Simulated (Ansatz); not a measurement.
# AlN (P6_3mc): zone-centre modes against carrier density, part 2 of 2

Aim: how far do free carriers move the optical modes of AlN (P6_3mc)?

Ansatz 0.2.0; DFT LDA, scalar-relativistic, plane waves, PAW; PAW set soft_1.

So far. Step 3 (Tight relaxation): The largest force component left is 0.030 meV/Å and the pressure is -0.002 GPa, within the tolerances set. The cell now holds 10.21 Å³/atom. Step 4 (Relaxation of a member: no carriers): The largest force component left is 0.075 meV/Å. The relaxed cell has a = 3.089, c = 4.943 Å (conventional setting).

The database entry behind the starting cell differs from later determinations by our own check (inner coordinate u about 0.002 short), so it need not match the best structure at ambient conditions.

### 5. Zone-centre modes of the member: no carriers

The force constants come from the linear response of the density to a displacement.

The zone-centre modes follow for no carriers.

Input file input.yaml:

```yaml
crystal:
  lattice:
    - [3.0886224674, 0.0, 0.0]
    - [-1.5443112337, 2.6748255195, 0.0]
    - [0.0, 0.0, 4.9431753232]
  atoms:
    - { symbol: "N", position: [0.3333333333, 0.6666666667, 0.3809902453] }
    - { symbol: "N", position: [0.6666666667, 0.3333333333, 0.8809902453] }
    - { symbol: Al, position: [0.3333333333, 0.6666666667, -0.0009902453] }
    - { symbol: Al, position: [0.6666666667, 0.3333333333, 0.4990097547] }
kpoints:
  mp_grid: { grid: [26, 26, 15] }
hamiltonian:
  xc: lda
  pseudopotentials: { kind: paw, azcp: { folder: soft_1 }, xc_functional: pbe }
scf:
  occupations: { method: fermi_dirac, width: 0.03 }
output:
  eigenvalues: true
phonons:
  method: dfpt
```

Started as:

```console
$ ansatz run input.yaml --threads 4 --pin off --max-ram 16384MiB --backend cpu --events-out ev --progress --plain --runs-dir out
```

Numbers of over 12 decimals in the logs are rounded to 6 here.

Output:

```text
[...]
Crystal: 4 atoms, lattice volume = 40.838 Å³
Basis set: ecut = 420 eV, 785 PW (Γ), exchange–correlation on 48×48×72 points (8 copies of the dense FFT grid, shifted against one another)
Bands: 12, of which v1, the nominal top of the filled ones, is band 8 counted from 1 (7 counted from 0)
Symmetry: 12 space group operations
k-points: 2640 of 10140 (irreducible under 2 space group operations, time reversal used)
[...]
SCF iter   1: F=—  HF=-1782.778135 eV  |F-HF|=—  |Δ(HF+E_count)|=         —  Δρ=1.38e-1  dr2=9.31e0  ethr=3.10e-3  ⟨swp⟩=5.7  Hψ=203183  notcnv=0
[...]
SCF iter   8: F=-1779.712738 eV  HF=-1779.712738 eV  |F-HF|=1.14e-12  |Δ(HF+E_count)|=  1.14e-10  Δρ=9.76e-8  dr2=2.80e-12  ethr=1.00e-12  ⟨swp⟩=3.9  Hψ=137335  notcnv=0
SCF 1 converged in 8 iterations: F = -1779.712738 eV  dr2 = 2.80e-12
[...]
DFPT response loops at Γ: preconditioner auto → none (the input reference at scf.mixing.eps_inf says where Resta's filter doesn't serve); β = 0.50; Broyden in place of MSR1
SCF converged after 8 iterations
Free energy (F): -1779.712738 eV
[...]
Internal energy: -1779.712738 eV  (E = F + TS)
E sigma→0 (E₀):  -1779.712738 eV
Fermi energy:    9.340043 eV
[...]
--- Band table (eV; the first three rows and the last of 2640) ---
  k-point 0: bands = [... 4 lower, 6.2090, 6.8672, 6.8672, 7.0952, 11.5110, 13.8318, 17.7538, 18.2026]
  k-point 1: bands = [... 4 lower, 6.2158, 6.8596, 6.8596, 6.9899, 11.5973, 13.8451, 17.7223, 18.1949]
  k-point 2: bands = [... 4 lower, 6.2358, 6.6976, 6.8370, 6.8370, 11.8318, 13.8817, 17.6339, 18.1780]
  k-point 2639: bands = [... 4 lower, 3.6614, 4.1345, 5.2334, 5.6910, 12.7589, 14.8251, 15.9802, 16.8803]
--- Phonons (Γ-DFPT): 4 representative perturbations + reference, on 2640 of 10140 k-points (Σ response iterations 12) ---
  k mesh reduced under 2 symmetry operations, with k and −k counted as one. Each operation leaves every solved perturbation unchanged. A smaller set is not used because it would not reduce the number of displacements times k-points to solve
  ASR residual: 5.968e-6 → 0.000e0 eV/Å²; symmetrization residual: 3.943e-6 eV/Å²
  ASR residual per site (eV/Å²): 5.97e-6 5.97e-6 5.57e-6 5.57e-6
  Γ frequencies (cm⁻¹): 0.00 0.00 0.00 239.53 239.53 553.56 620.93 667.53 667.53 678.90 678.90 729.81
  non-analytic LO–TO correction: not included (Born effective charges unavailable; polar crystals: no LO–TO splitting at Γ)
```

It took 2 min on 4 threads of Arm Neoverse V2, shared host; peak memory 3.9 GiB; 7.4 min of CPU time.

This step gave:

| Property | Result |
| --- | --- |
| sum-rule residual before enforcement | 5.97e-6 eV/Å² |
| point group | 6mm |
| highest optical mode at the zone centre (no LO-TO term) | 729.8 cm⁻¹ |
| lowest optical zone-centre mode | 239.5 cm⁻¹ |

Without the LO-TO term. Patterns of degenerate modes are one choice out of their space. The modes at Γ (shares of kinetic energy by element, %):

```tsv
mode	frequency (cm⁻¹)	symmetry	N %	Al %
1	0.0	acoustic	34	66
2	0.0	acoustic	34	66
3	0.0	acoustic	34	66
4	239.5	E2	29	71
5	239.5	E2	29	71
6	553.6	B1	0	100
7	620.9	A1	66	34
8	667.5	E2	71	29
9	667.5	E2	71	29
10	678.9	E1	66	34
11	678.9	E1	66	34
12	729.8	B1	100	0
```

Displacements in mode 5 (239.5 cm⁻¹), the largest set to 1:
```
N1   0.89  0.00  0.00
N2  -0.89  0.00  0.00
Al3 -1.00  0.00  0.00
Al4  1.00  0.00  0.00
```

Displacements in mode 10 (678.9 cm⁻¹), the largest set to 1:
```
N1   1.00  0.00  0.00
N2   1.00  0.00  0.00
Al3 -0.52  0.00  0.00
Al4 -0.52  0.00  0.00
```

Without the LO-TO term the lowest optical mode is real, 240 cm⁻¹, and the highest lies at 729.8 cm⁻¹.

### 6. A member of the series: 15 × 10²⁰ electrons per cm³

The cell of the neutral crystal is kept with 15 × 10²⁰ electrons per cm³, balanced by a uniform background. The bands are sampled on 26×26×15 points with Fermi-Dirac filling of 0.03 eV.

Changes to input.yaml since step 5:

```diff
@@ -10,2 +10,3 @@
     - { symbol: Al, position: [0.6666666667, 0.3333333333, 0.4990097547] }
+total_charge: -0.061257
 kpoints:
@@ -18,4 +19,8 @@
 output:
+  forces: true
+  stress: true
   eigenvalues: true
-phonons:
-  method: dfpt
+relax:
+  adjacent_minimum: "off"
+  f_tol: 0.001
+  max_steps: 60
```

Output:

```text
[...]
Crystal: 4 atoms, lattice volume = 40.838 Å³
Basis set: ecut = 420 eV, 785 PW (Γ)
Bands: 13, of which v1, the nominal top of the filled ones, is band 8 counted from 1 (7 counted from 0)
Symmetry: 12 space group operations
[...]
k-points: 560 of 10140 (time reversal used)
[...]
--- Relaxed structure (4 steps of the walk, 4 accepted, 0 SCFs on fresh bases) ---
  F+E_penalty+E_count = -1778.97690637 eV   max|allowed force component| = 2.179e-4 eV/Å
  atoms:
    - { symbol: N, position: [0.333333, 0.666667, 0.380806] }
    - { symbol: N, position: [0.666667, 0.333333, 0.880806] }
    - { symbol: Al, position: [0.333333, 0.666667, -0.000805549] }
    - { symbol: Al, position: [0.666667, 0.333333, 0.499194] }
[key lines of the parts left out:]
SCF converged after 6 iterations
Free energy (F): -1778.976906 eV
Fermi energy:    12.130009 eV
P = ⅓ Tr σ = -0.4813 GPa (-4.813 kbar)
```

Elapsed: 25 s, on 4 threads; peak memory 0.65 GiB; 96 s of CPU time.

No atom moved by 0.005 Å in the relaxation.

The largest force component left is 0.22 meV/Å.

### 7. Modes of this member: 15 × 10²⁰ electrons per cm³

The zone-centre modes follow for 15 × 10²⁰ electrons per cm³.

input.yaml, the sections that differ from step 6:

```yaml
crystal:
  lattice:
    - [3.0886224674, 0.0, 0.0]
    - [-1.5443112337, 2.6748255195, 0.0]
    - [0.0, 0.0, 4.9431753232]
  atoms:
    - { symbol: "N", position: [0.3333333333, 0.6666666667, 0.3808055487] }
    - { symbol: "N", position: [0.6666666667, 0.3333333333, 0.8808055487] }
    - { symbol: Al, position: [0.3333333333, 0.6666666667, -0.0008055487] }
    - { symbol: Al, position: [0.6666666667, 0.3333333333, 0.4991944513] }
output:
  eigenvalues: true
phonons:
  method: dfpt
# total_charge, kpoints, hamiltonian, scf: as in step 6
# relax: removed
```

Output:

```text
[...]
Crystal: 4 atoms, lattice volume = 40.838 Å³
Basis set: ecut = 420 eV, 785 PW (Γ), exchange–correlation on 48×48×72 points (8 copies of the dense FFT grid, shifted against one another)
Bands: 13, of which v1, the nominal top of the filled ones, is band 8 counted from 1 (7 counted from 0)
Symmetry: 12 space group operations
k-points: 2640 of 10140 (irreducible under 2 space group operations, time reversal used)
[...]
k-point 1: bands = [... 4 lower, 6.2044, 6.8486, 6.8486, 6.9720, 11.5724, 13.8182, 17.6960, 18.1712, ... 1 higher]
  k-point 2: bands = [... 4 lower, 6.2244, 6.6796, 6.8260, 6.8260, 11.8069, 13.8550, 17.6077, 18.1544, ... 1 higher]
  k-point 2639: bands = [... 4 lower, 3.6429, 4.1180, 5.2196, 5.6737, 12.7256, 14.7998, 15.9614, 16.8578, ... 1 higher]
[...]
ASR residual: 5.287e-5 → 0.000e0 eV/Å²; symmetrization residual: 1.326e-5 eV/Å²
  ASR residual per site (eV/Å²): 5.29e-5 5.29e-5 2.28e-5 2.28e-5
[...]
[key lines of the parts left out:]
SCF converged after 8 iterations
Free energy (F): -1778.976907 eV
Fermi energy:    12.130010 eV
```

The job ended after 2.1 min (4 threads; peak memory 4 GiB).

Numbers from this step:

- sum-rule residual before enforcement: 5.29e-5 eV/Å²
- highest optical mode at the zone centre (no LO-TO term): 715.2 cm⁻¹
- lowest optical zone-centre mode: 232.5 cm⁻¹

Without the LO-TO term. Patterns of degenerate modes are one choice out of their space. The modes at Γ (shares of kinetic energy by element, %):

```tsv
mode	frequency (cm⁻¹)	symmetry	N %	Al %
1	0.0	acoustic	34	66
2	0.0	acoustic	34	66
3	0.0	acoustic	34	66
4	232.5	E2	30	70
5	232.5	E2	30	70
6	546.0	B1	0	100
7	619.7	A1	66	34
8	661.8	E2	70	30
9	661.8	E2	70	30
10	675.1	E1	66	34
11	675.1	E1	66	34
12	715.2	B1	100	0
```

Without the LO-TO term the lowest optical mode is real, 232 cm⁻¹, and the highest lies at 715.2 cm⁻¹.

For the highest optical mode at the zone centre (no LO-TO term), step 5 gave 730 cm⁻¹; this run, with carriers 15 × 10²⁰ cm⁻³, gives 715 cm⁻¹ (-2 %).

### 8. A check on a coarser mesh: 2 × 10²⁰ electrons per cm³

To see what the mesh is worth, the run for 2 × 10²⁰ electrons per cm³ is repeated on 21×21×12 points.

input.yaml, the sections that differ from step 7:

```yaml
crystal:
  lattice:
    - [3.0886224674, 0.0, 0.0]
    - [-1.5443112337, 2.6748255195, 0.0]
    - [0.0, 0.0, 4.9431753232]
  atoms:
    - { symbol: "N", position: [0.3333333333, 0.6666666667, 0.3809902453] }
    - { symbol: "N", position: [0.6666666667, 0.3333333333, 0.8809902453] }
    - { symbol: Al, position: [0.3333333333, 0.6666666667, -0.0009902453] }
    - { symbol: Al, position: [0.6666666667, 0.3333333333, 0.4990097547] }
total_charge: -0.008168
kpoints:
  mp_grid: { grid: [21, 21, 12] }
# hamiltonian, scf, output, phonons: as in step 7
```

Output:

```text
[...]
Crystal: 4 atoms, lattice volume = 40.838 Å³
Basis set: ecut = 420 eV, 785 PW (Γ), exchange–correlation on 48×48×72 points (8 copies of the dense FFT grid, shifted against one another)
Bands: 13, of which v1, the nominal top of the filled ones, is band 8 counted from 1 (7 counted from 0)
Symmetry: 12 space group operations
k-points: 1397 of 5292 (irreducible under 2 space group operations, time reversal used)
[...]
k-point 1: bands = [... 4 lower, 6.2193, 6.8553, 6.8553, 6.9324, 11.6415, 13.8493, 17.7031, 18.1878, ... 1 higher]
  k-point 2: bands = [... 4 lower, 6.2504, 6.4973, 6.8205, 6.8205, 11.9860, 13.9031, 17.5722, 18.1675, ... 1 higher]
  k-point 1396: bands = [... 4 lower, 4.2189, 4.2189, 6.0599, 6.0599, 13.6625, 13.6625, 16.2406, 16.2406, ... 1 higher]
[...]
ASR residual: 1.387e-5 → 0.000e0 eV/Å²; symmetrization residual: 4.241e-6 eV/Å²
  ASR residual per site (eV/Å²): 1.39e-5 1.39e-5 1.34e-5 1.34e-5
[...]
[key lines of the parts left out:]
SCF converged after 8 iterations
Free energy (F): -1779.617035 eV
Fermi energy:    11.859858 eV
```

The job ended after 68 s (4 threads; peak memory 2.3 GiB).

This step gave:

| Property | Result |
| --- | --- |
| sum-rule residual before enforcement | 1.39e-5 eV/Å² |
| highest optical mode at the zone centre (no LO-TO term) | 728.2 cm⁻¹ |
| lowest optical zone-centre mode | 238.9 cm⁻¹ |

The highest mode comes at 728.2 cm⁻¹, against 728.2 cm⁻¹ on 26×26×15 points.

### 9. A check on a coarser mesh: 10 × 10²⁰ electrons per cm³

To see what the mesh is worth, the run for 10 × 10²⁰ electrons per cm³ is repeated on 21×21×12 points.

input.yaml, the sections that differ from step 8:

```yaml
crystal:
  lattice:
    - [3.0886224674, 0.0, 0.0]
    - [-1.5443112337, 2.6748255195, 0.0]
    - [0.0, 0.0, 4.9431753232]
  atoms:
    - { symbol: "N", position: [0.3333333333, 0.6666666667, 0.3808813061] }
    - { symbol: "N", position: [0.6666666667, 0.3333333333, 0.8808813061] }
    - { symbol: Al, position: [0.3333333333, 0.6666666667, -0.0008813061] }
    - { symbol: Al, position: [0.6666666667, 0.3333333333, 0.4991186939] }
total_charge: -0.040838
# kpoints, hamiltonian, scf, output, phonons: as in step 8
```

Output:

```text
[...]
Crystal: 4 atoms, lattice volume = 40.838 Å³
Basis set: ecut = 420 eV, 785 PW (Γ), exchange–correlation on 48×48×72 points (8 copies of the dense FFT grid, shifted against one another)
Bands: 13, of which v1, the nominal top of the filled ones, is band 8 counted from 1 (7 counted from 0)
Symmetry: 12 space group operations
k-points: 1397 of 5292 (irreducible under 2 space group operations, time reversal used)
[...]
k-point 1: bands = [... 4 lower, 6.2137, 6.8499, 6.8499, 6.9228, 11.6283, 13.8350, 17.6891, 18.1752, ... 1 higher]
  k-point 2: bands = [... 4 lower, 6.2448, 6.4877, 6.8151, 6.8151, 11.9728, 13.8888, 17.5582, 18.1549, ... 1 higher]
  k-point 1396: bands = [... 4 lower, 4.2105, 4.2105, 6.0515, 6.0515, 13.6484, 13.6484, 16.2287, 16.2287, ... 1 higher]
[...]
ASR residual: 4.592e-5 → 0.000e0 eV/Å²; symmetrization residual: 4.913e-6 eV/Å²
  ASR residual per site (eV/Å²): 4.59e-5 4.59e-5 7.16e-6 7.16e-6
[...]
[key lines of the parts left out:]
SCF converged after 8 iterations
Free energy (F): -1779.224144 eV
Fermi energy:    12.087124 eV
```

The job ended after 68 s (4 threads; peak memory 2.3 GiB).

Numbers from this step:

```
sum-rule residual before enforcement                    : 4.59e-5 eV/Å²
highest optical mode at the zone centre (no LO-TO term) : 720.2 cm⁻¹
lowest optical zone-centre mode                         : 234.2 cm⁻¹
```

The highest mode comes at 720.2 cm⁻¹, against 720.3 cm⁻¹ on 26×26×15 points.

### 10. All members side by side

The members are set side by side, also those not shown above.

Electrons count positive and holes negative; without the LO-TO term; modes are tracked from the neutral crystal by their patterns, and those within 0.3 cm⁻¹ of each other stand once; the cell of the neutral crystal is kept and the atoms are relaxed where symmetry leaves them free; all runs use 26×26×15 k points and Fermi-Dirac smearing of 0.03 eV. Optical modes along the series:

```tsv
carriers (10²⁰ cm⁻³)	mode 4 E2 (cm⁻¹)	mode 6 B1 (cm⁻¹)	mode 7 A1 (cm⁻¹)	mode 8 E2 (cm⁻¹)	mode 10 E1 (cm⁻¹)	mode 12 B1 (cm⁻¹)
0	239.5	553.6	620.9	667.5	678.9	729.8
1	239.2	552.7	620.7	667.3	678.6	729
2	238.9	551.8	620.5	667	678.4	728.2
4	237.9	550.4	620.1	666.2	677.8	726.5
6	236.6	549.6	619.6	665.1	677.3	724.5
10	234.3	548	619.2	663.3	676.3	720.3
15	232.5	546	619.7	661.8	675.1	715.2
```

### 11. Results

```
members                         : 7
mode that changes most, in cm⁻¹ : mode 12 B1
its frequency without carriers  : 729.81 cm⁻¹
its frequency at 15 × 10²⁰ cm⁻³ : 715.21 cm⁻¹
```

**Reading.** At 15 × 10²⁰ electrons per cm³ the largest change in cm⁻¹ is that of mode 12 B1, -14.60 cm⁻¹ from 729.81 cm⁻¹. At 2 and 10 × 10²⁰ cm⁻³ the coarser mesh moves the optical modes by up to 0.25 cm⁻¹, a measure of the error left by the mesh there. The response is adiabatic: the carriers follow the ions at once. Where they cannot, as for a zone-centre mode faster than their scattering, measured shifts differ, and line shapes are not given here. The background stands for dopants without their size, scattering or local bonds, and the cell is that of the neutral crystal, although carriers also change the volume at rest, which would shift the modes as well. In a polar crystal the carriers also screen the field of the longitudinal modes, often the largest effect; only modes without that field are treated here. These are harmonic frequencies of a static lattice, with warm electrons: anharmonic shifts, linewidths and thermal expansion are left out. The PAW files were made for PBE; the program adapts parts of them to the functional of the run, but their partial waves stay those of PBE, an approximation that was not tested in this session. Only the zone centre was solved, so an instability at another wavevector cannot show here.

[Logs are printed without paths, hosts, clocks, repeated set-up lines and the standing remarks that a program may print on its own settings, such as how far it seeks lower states.]

[Hosts, paths, dates, database ids (printed as entryN), source tags and the programs' standing remarks are cut or masked in the printed files.]
